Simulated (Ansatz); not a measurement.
# Stretching the linear Mo chain, part 3 of 3

Does stretching change the magnetism or the channel count of the linear Mo chain?

Ansatz 0.2.0; DFT PBEsol, plane waves, PAW; relaxation of a chain's period (the session's first sound run).

So far, conductance of the lead as this run defines it (G₀): step 3 (At a set period, period over the relaxed period 0.88 …) 6.00; step 8 (period over the relaxed period 1.08, k-mesh 1×1×34) 6.00; step 9 (period over the relaxed period 1.13, k-mesh 1×1×33) 4.87; step 10 (period over the relaxed period 1.2, k-mesh 1×1×31) 3.88; step 11 (period over the relaxed period 1.3, k-mesh 1×1×29) 3.49. Also absolute moment (μB): step 9 2.53; step 10 3.10; step 11 3.91.

## Step 12: The series together

Times are for 4 threads of Arm Neoverse V2, shared host. The series side by side:

```csv
no.,period over the relaxed period,conductance of the lead as this run defines it (G₀),absolute moment (μB),energy at zero smearing less the lowest (eV),time,memory (GiB)
1,0.88,6.000,0,1.117,23 s,0.48
2,0.92,6.000,0,0.4131,20 s,0.46
3,0.96,6.000,0,0.09390,20 s,0.46
4,1,6.000,0,0,18 s,0.44
5,1.04,6.000,0,0.07247,17 s,0.43
6,1.08,6.000,0,0.2656,16 s,0.43
7,1.13,4.874,2.532,0.4962,22 s,0.5
8,1.2,3.878,3.099,0.7571,22 s,0.52
9,1.3,3.495,3.909,1.140,15 s,0.42
```

## Step 13: The same system on other settings

This step: DFT PBEsol, plane waves, PAW; channels and complex bands of a perfect chain; changed: output.transmission.e_range = [0, 2], output.transmission.de = 0.05, output.transmission.reduced_basis = false (Ansatz 0.2.0).

The atoms of the run at the relaxed period are kept and the input is varied, to see whether the result depends on it.

Contents of input.yaml:

```yaml
crystal:
  lattice:
    - [7.5, 0.0, 0.0]
    - [0.0, 7.5, 0.0]
    - [0.0, 0.0, 2.1830441354]
  atoms:
    - { symbol: Mo, position: [0.5, 0.5, 0.0], spin: 3.0 }
magnetization:
  spin_polarized: true
kpoints:
  mp_grid: { grid: [1, 1, 37] }
scf:
  occupations: { method: fermi_dirac, width: 0.05 }
hamiltonian:
  xc: pbesol
output:
  transmission:
    e_range: [0, 2]
    de: 0.05
    kmesh: [1, 1]
    reduced_basis: false
    leads: [[0, 0]]
  stress: true
```

Run with:

```sh
$ ansatz run input.yaml --threads 4 --pin off --max-ram 8192MiB --backend cpu --events-out ev --progress --plain --runs-dir out
```

Numbers of over 12 decimals in the logs are rounded to 6 here.

The log of the run:

```text
[...]
Crystal: 1 atoms, lattice volume = 122.796 Å³
Basis set: ecut = 420 eV, 2431 PW (Γ)
Bands: 13, of which v1, the nominal top of the filled ones, is band 7 counted from 1 (6 counted from 0)
Symmetry: 16 space group operations
[...]
k-points: 19 of 37
[...]
Starting moments: Σ|m| = 3 μB on 1 of 1 site
[...]
SCF iter   1: F=—  HF=-4892.667095 eV  |F-HF|=—  |Δ(HF+E_count)|=         —  Δρ=3.56e-2 (↑3.56e-2 ↓3.32e-2)  dr2=6.19e-1  dr2_m=1.18e0  M=0.887 μB ∫|m|=0.889 μB  β_m=0.30  ethr=3.10e-3  ⟨swp⟩=6.4  Hψ=2907  notcnv=0
[...]
SCF iter  11: F=-4892.445623 eV  HF=-4892.445623 eV  |F-HF|=1.82e-12  |Δ(HF+E_count)|=  1.55e-11  Δρ=4.13e-8 (↑4.13e-8 ↓2.72e-8)  dr2=4.87e-12  dr2_m=8.41e-14  M=-0.000 μB ∫|m|=0.000 μB  ethr=1.00e-12  ⟨swp⟩=4.3  Hψ=1626  notcnv=0
SCF 1 converged in 11 iterations: F = -4892.445623 eV  dr2 = 4.87e-12
[...]
transmission: 4 of 8 steps passed
transmission: 8 of 8 steps passed
SCF converged after 11 iterations
Magnetization: -0.0000 μB (7.0000 up, 7.0000 down)
Absolute magnetization: 0.0000 μB (∫|ρ↑−ρ↓|, with the PAW one-centre terms)
[...]
Per-site moments (μB) at R_I (Å): [(-2.659934708004382e-7, 0.900506)]
Free energy (F): -4892.445623 eV
[...]
Internal energy: -4892.429741 eV  (E = F + TS)
E sigma→0 (E₀):  -4892.437682 eV
Entropy (-TS):   -0.015882 eV (-15.882 meV/atom)
Fermi energy:    -1.403315 eV
[...]
--- Stress (GPa, compression-positive) ---
       -0.280185       0.000000       0.000000
        0.000000      -0.280185       0.000000
        0.000000       0.000000       0.074080
  P = ⅓ Tr σ = -0.1621 GPa (-1.621 kbar)
--- Band table (eV; the first three rows and the last of 38) ---
  k-point 0 ↑: bands = [... 3 lower, -33.6307, -5.8389, -2.9017, -2.3623, -2.3413, 0.9419, 0.9419, 3.1129, ... 2 higher]
  k-point 1 ↑: bands = [... 3 lower, -33.6763, -5.7555, -2.8788, -2.3479, -2.3270, 0.9216, 0.9216, 3.1358, ... 2 higher]
  k-point 2 ↑: bands = [... 3 lower, -33.8107, -5.5086, -2.8094, -2.3049, -2.2844, 0.8511, 0.8511, 3.2043, ... 2 higher]
  k-point 18 ↓: bands = [... 3 lower, -35.6060, -5.0926, -5.0926, 0.1871, 0.1887, 2.0389, 5.2093, 8.7745, ... 2 higher]
--- Transmission ---
  basis      : 497 plane waves across, 4 finite elements along
  points     : 1, standing for a mesh of 1 x 1
[...]
crystal 0  : Mo1, at the sites [0, 0], period 2.1830 Å: whole cells are its period
[...]
channels       : 6.000000e0 up, 6.000000e0 down
    conductance    : none, the energies end too early or step too widely for 300 K: set another output.transmission.e_range or a lower de, or, where they end at an eighth of basis.ecutwfc, a higher one
```

Run time: 79 s. Hardware: 4 threads of Arm Neoverse V2, shared host; peak memory 1.6 GiB; 4.9 min of CPU time.

This step gave:

| Property | Result |
| --- | --- |
| energy at zero smearing | -4892.4377 eV |
| channels at the energy nearest the Fermi level, spin up | 6 |
| channels at the energy nearest the Fermi level, spin down | 6 |

Open channels of the lead against energy, zero at the Fermi level:

```csv
energy (eV),spin up,spin down
0.000,6,6
0.050,6,6
0.100,6,6
0.150,6,6
0.200,6,6
0.250,6,6
0.300,6,6
0.400,6,6
0.450,6,6
0.500,6,6
0.550,6,6
0.600,6,6
0.650,6,6
0.700,6,6
0.750,6,6
0.800,6,6
0.850,6,6
0.900,6,6
0.950,6,6
1.050,6,6
1.100,6,6
1.150,6,6
1.200,6,6
1.250,6,6
1.300,6,6
1.350,6,6
1.400,6,6
1.450,6,6
1.500,6,6
1.550,6,6
1.600,4,4
1.700,4,4
1.750,4,4
1.800,4,4
1.850,4,4
1.900,4,4
1.950,4,4
2.000,4,4
```

It took 79 s against 18 s for the run it varies; the program gives no conductance for this window, step and temperature, so that result is lost.

The channels at the energy nearest the Fermi level, spin up and channels at the energy nearest the Fermi level, spin down stay within 0.2 % plus 0.001 of the run it varies.

## Step 14: Results

```yaml
relaxed_cell_length: 2.183 Å
conductance_at_period_x_0p88: 6.00 G₀
conductance_at_period_x_1p0: 6.00 G₀
conductance_at_period_x_1p13: 4.87 G₀
conductance_at_period_x_1p3: 3.49 G₀
absolute_moment_at_period_x_0p88: 0 μB
absolute_moment_at_period_x_1p0: 0 μB
absolute_moment_at_period_x_1p3: 3.91 μB
```

What this shows: In these runs no moment survives at the shortest period, and one is present from a factor of 1.13 on: longer bonds narrow the bands, which favours exchange splitting. The conductance goes from 6.00 G₀ at the shortest period to 3.49 G₀ at the longest, while the magnetic state changes too. Transport is coherent and elastic here: the atoms are frozen, so scattering by vibrations plays no part. No search over magnetic orders was made; another may lie lower. For the perfect chain only parallel moments were started; its antiparallel and spiral orders were not tested. Conductances of a perfect chain off the multiples of half a G0 come from band edges within the thermal window; the square box also splits pairs of bands that an isolated chain keeps degenerate, which moves such edges. The lead's cell of one atom keeps the chain straight and evenly spaced; a zigzag or dimerised form may lie lower.

[Logs are printed without paths, hosts, clocks, repeated set-up lines and the standing remarks that a program may print on its own settings, such as how far it seeks lower states.]

[Hosts, paths, dates, database ids (printed as entryN), source tags and the programs' standing remarks are cut or masked in the printed files.]
